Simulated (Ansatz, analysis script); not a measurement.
# SrFe2As2: which texture of moments is lowest, part 2 of 2

Aim: rank collinear and non-collinear patterns of moments in one cell of SrFe2As2.

Ansatz 0.2.0; PBEsol, PAW set soft_1 (files made for PBE).

So far, largest spin moment in the atom's sphere (μB): step 2 (two spin channels first) 0.585; step 4 (start: ferro) 0.622; step 5 (start: 90 degrees in a plane) 1.88; step 6 (start: collinear +-+-) 1.91.

## Step 7: Start: random 1

Random directions favour no pattern, so the moments can find one that was not thought of.

input.yaml reads:

```yaml
crystal:
  lattice:
    - [-5.5175, 0.0, 0.0]
    - [0.0, 5.5783, 0.0]
    - [0.0, -2.78915, -6.14825]
  atoms:
    - { symbol: Sr, position: [0.0, 0.0, 0.0] }
    - { symbol: Sr, position: [0.5, 0.5, 0.0] }
    - { symbol: Fe, position: [0.25, 0.0, 0.5], spin: 0.62, spin_axis: [-0.715448, 0.606203, 0.347351] }
    - { symbol: Fe, position: [0.75, 0.5, 0.5], spin: 0.62, spin_axis: [-0.932381, -0.154423, -0.326833] }
    - { symbol: Fe, position: [0.75, 0.0, 0.5], spin: 0.62, spin_axis: [0.114362, -0.953147, -0.280058] }
    - { symbol: Fe, position: [0.25, 0.5, 0.5], spin: 0.62, spin_axis: [-0.920937, -0.37328, 0.111971] }
    - { symbol: As, position: [0.5, 0.1388, 0.2776] }
    - { symbol: As, position: [0.0, 0.6388, 0.2776] }
    - { symbol: As, position: [0.5, 0.8612, 0.7224] }
    - { symbol: As, position: [0.0, 0.3612, 0.7224] }
kpoints:
  mp_grid: { grid: [7, 8, 8] }
hamiltonian:
  xc: pbesol
  pseudopotentials: { kind: paw, azcp: { folder: soft_1 }, xc_functional: pbe }
scf:
  occupations: { method: fermi_dirac, width: 0.05 }
  max_iter: 120
  convergence: { dr2_threshold: 1.0e-08 }
  lower_state_search: "off"
basis:
  ecutwfc: 420.0
magnetization:
  noncollinear: true
```

On the command line:

```sh
ansatz run input.yaml --threads 2 --pin off --max-ram 5632MiB --backend cpu --events-out ev --progress --plain --runs-dir out
```

Wall time 41 min (2 threads of Arm Neoverse V1, shared host); peak memory 4.8 GiB; 83 min of CPU time.

It ends antiferromagnetic; the largest site carries 1.91 μB.

Spin moment in the atom's sphere by atom:

| atom | x (μB) | y (μB) | z (μB) | size |
| --- | --- | --- | --- | --- |
| Sr1 | 0.00 | 0.00 | 0.00 | 0.00 |
| Sr2 | 0.00 | 0.00 | 0.00 | 0.00 |
| Fe3 | 1.80 | 0.48 | 0.41 | 1.91 |
| Fe4 | -1.80 | -0.48 | -0.41 | 1.91 |
| Fe5 | 1.80 | 0.48 | 0.41 | 1.91 |
| Fe6 | -1.80 | -0.48 | -0.41 | 1.91 |
| As7 | 0.00 | 0.00 | 0.00 | 0.00 |
| As8 | 0.00 | 0.00 | 0.00 | 0.00 |
| As9 | 0.00 | 0.00 | 0.00 | 0.00 |
| As10 | 0.00 | 0.00 | 0.00 | 0.00 |

## Step 8: Start: random 2

input.yaml, the sections that differ from step 7:

```yaml
crystal:
  lattice:
    - [-5.5175, 0.0, 0.0]
    - [0.0, 5.5783, 0.0]
    - [0.0, -2.78915, -6.14825]
  atoms:
    - { symbol: Sr, position: [0.0, 0.0, 0.0] }
    - { symbol: Sr, position: [0.5, 0.5, 0.0] }
    - { symbol: Fe, position: [0.25, 0.0, 0.5], spin: 0.62, spin_axis: [0.11445, -0.908133, 0.402736] }
    - { symbol: Fe, position: [0.75, 0.5, 0.5], spin: 0.62, spin_axis: [0.163362, 0.595892, -0.786273] }
    - { symbol: Fe, position: [0.75, 0.0, 0.5], spin: 0.62, spin_axis: [-0.623974, 0.087621, -0.776517] }
    - { symbol: Fe, position: [0.25, 0.5, 0.5], spin: 0.62, spin_axis: [-0.547989, 0.48372, -0.682439] }
    - { symbol: As, position: [0.5, 0.1388, 0.2776] }
    - { symbol: As, position: [0.0, 0.6388, 0.2776] }
    - { symbol: As, position: [0.5, 0.8612, 0.7224] }
    - { symbol: As, position: [0.0, 0.3612, 0.7224] }
# kpoints, hamiltonian, scf, basis, magnetization: as in step 7
```

Run time: 38 min. Hardware: 2 threads; peak memory 4.8 GiB; 76 min of CPU time.

It ends antiferromagnetic; the largest site carries 1.91 μB.

## Step 9: Start: tetrahedral

input.yaml, the sections that differ from step 8:

```yaml
crystal:
  lattice:
    - [-5.5175, 0.0, 0.0]
    - [0.0, 5.5783, 0.0]
    - [0.0, -2.78915, -6.14825]
  atoms:
    - { symbol: Sr, position: [0.0, 0.0, 0.0] }
    - { symbol: Sr, position: [0.5, 0.5, 0.0] }
    - { symbol: Fe, position: [0.25, 0.0, 0.5], spin: 0.62, spin_axis: [0.57735, 0.57735, 0.57735] }
    - { symbol: Fe, position: [0.75, 0.5, 0.5], spin: 0.62, spin_axis: [0.57735, -0.57735, -0.57735] }
    - { symbol: Fe, position: [0.75, 0.0, 0.5], spin: 0.62, spin_axis: [-0.57735, 0.57735, -0.57735] }
    - { symbol: Fe, position: [0.25, 0.5, 0.5], spin: 0.62, spin_axis: [-0.57735, -0.57735, 0.57735] }
    - { symbol: As, position: [0.5, 0.1388, 0.2776] }
    - { symbol: As, position: [0.0, 0.6388, 0.2776] }
    - { symbol: As, position: [0.5, 0.8612, 0.7224] }
    - { symbol: As, position: [0.0, 0.3612, 0.7224] }
# kpoints, hamiltonian, scf, basis, magnetization: as in step 8
```

Run time: 22 min. Hardware: 2 threads; peak memory 4 GiB; 44 min of CPU time.

It ends antiferromagnetic; the largest site carries 1.91 μB.

## Step 10: Ranking

The last two columns average e·e over the pairs of the two nearest shells of magnetic atoms: 1 is parallel, −1 opposed.

The states reached:

| start | final state | energy (meV/magnetic atom) | net moment (μB/cell) | mean moment (μB) | least moment (μB) | typed angles to the first (deg) | final angles to the first (deg) | triple product of the first three | mean cosine, nearest magnetic neighbours | second shell |
| --- | --- | --- | --- | --- | --- | --- | --- | --- | --- | --- |
| ferro | ferromagnetic | 131.4 | 2.395 | 0.6224 | 0.6224 | 0 0 0 | 0 0 0 | 0 | 1 | 1 |
| 90 degrees in a plane | antiferromagnetic | 18.35 | 0 | 1.884 | 1.884 | 90 180 90 | 180 180 0 | 0 | 0 | -1 |
| collinear +-+- | antiferromagnetic | 0 | 0 | 1.909 | 1.909 | 180 0 180 | 180 0 180 | 0 | 0 | -1 |
| random 1 | antiferromagnetic | 0 | 0 | 1.909 | 1.909 | 63 139 62 | 180 0 180 | 0 | 0 | -1 |
| random 2 | antiferromagnetic | 0 | 0 | 1.909 | 1.909 | 147 118 141 | 180 0 180 | 0 | 0 | -1 |
| tetrahedral | antiferromagnetic | 0 | 0 | 1.909 | 1.909 | 109 109 109 | 180 0 180 | 0 | 0 | -1 |

## Step 11: Summary of results

```yaml
lowest_state_found: antiferromagnetic
mean_cosine_between_nearest_magnetic_neighbours_there: 0.0
net_moment_of_the_lowest_state: 0 μB a cell
mean_moment_in_the_lowest_state: 1.91 μB
```

In words: The lowest state found is antiferromagnetic, reached from the start «collinear +-+-», 18.4 meV a magnetic atom under the next one (antiferromagnetic). 4 of the 6 converged starts end within 0.1 meV of the lowest. 4 starts left the typed angles, so their energies belong to the state reached. The size of the moments hangs strongly on the pattern. Without spin–orbit coupling only the angles between moments count. Only the listed patterns were tried. The 6 spinor runs took 2.5 h of wall time, added up. Computed site moments are spin alone, inside a sphere; measured ones hold the orbital part and are lowered by fluctuations. Energies are free energies at a smearing of 0.05 eV, and with partly filled levels differences shift, at times strongly, as the smearing goes to zero. In doubt: the program's search for lower states was switched off, so a lower magnetic state than those reached may exist.

Comparison with the measured values:

| quantity | measured | PBEsol, PAW set soft_1 (files made for PBE) |
| --- | --- | --- |
| moment (Fe) (μB) | 1.01 | 1.91 (+89.0 %) |

Measured values from arxiv:1001.3658 (2010).

**Verdict.** The moment is off by +89.0 %. No cell relaxation is part of this session.

[Logs and program files are shortened in this print: banners, set-up blocks, solver, clock and traceback lines can be left out without a mark of their own.]

[Logs are printed without paths, hosts, clocks, repeated set-up lines and the standing remarks that a program may print on its own settings, such as how far it seeks lower states.]

[Hosts, paths, dates, database ids (printed as entryN), source tags and the programs' standing remarks are cut or masked in the printed files.]
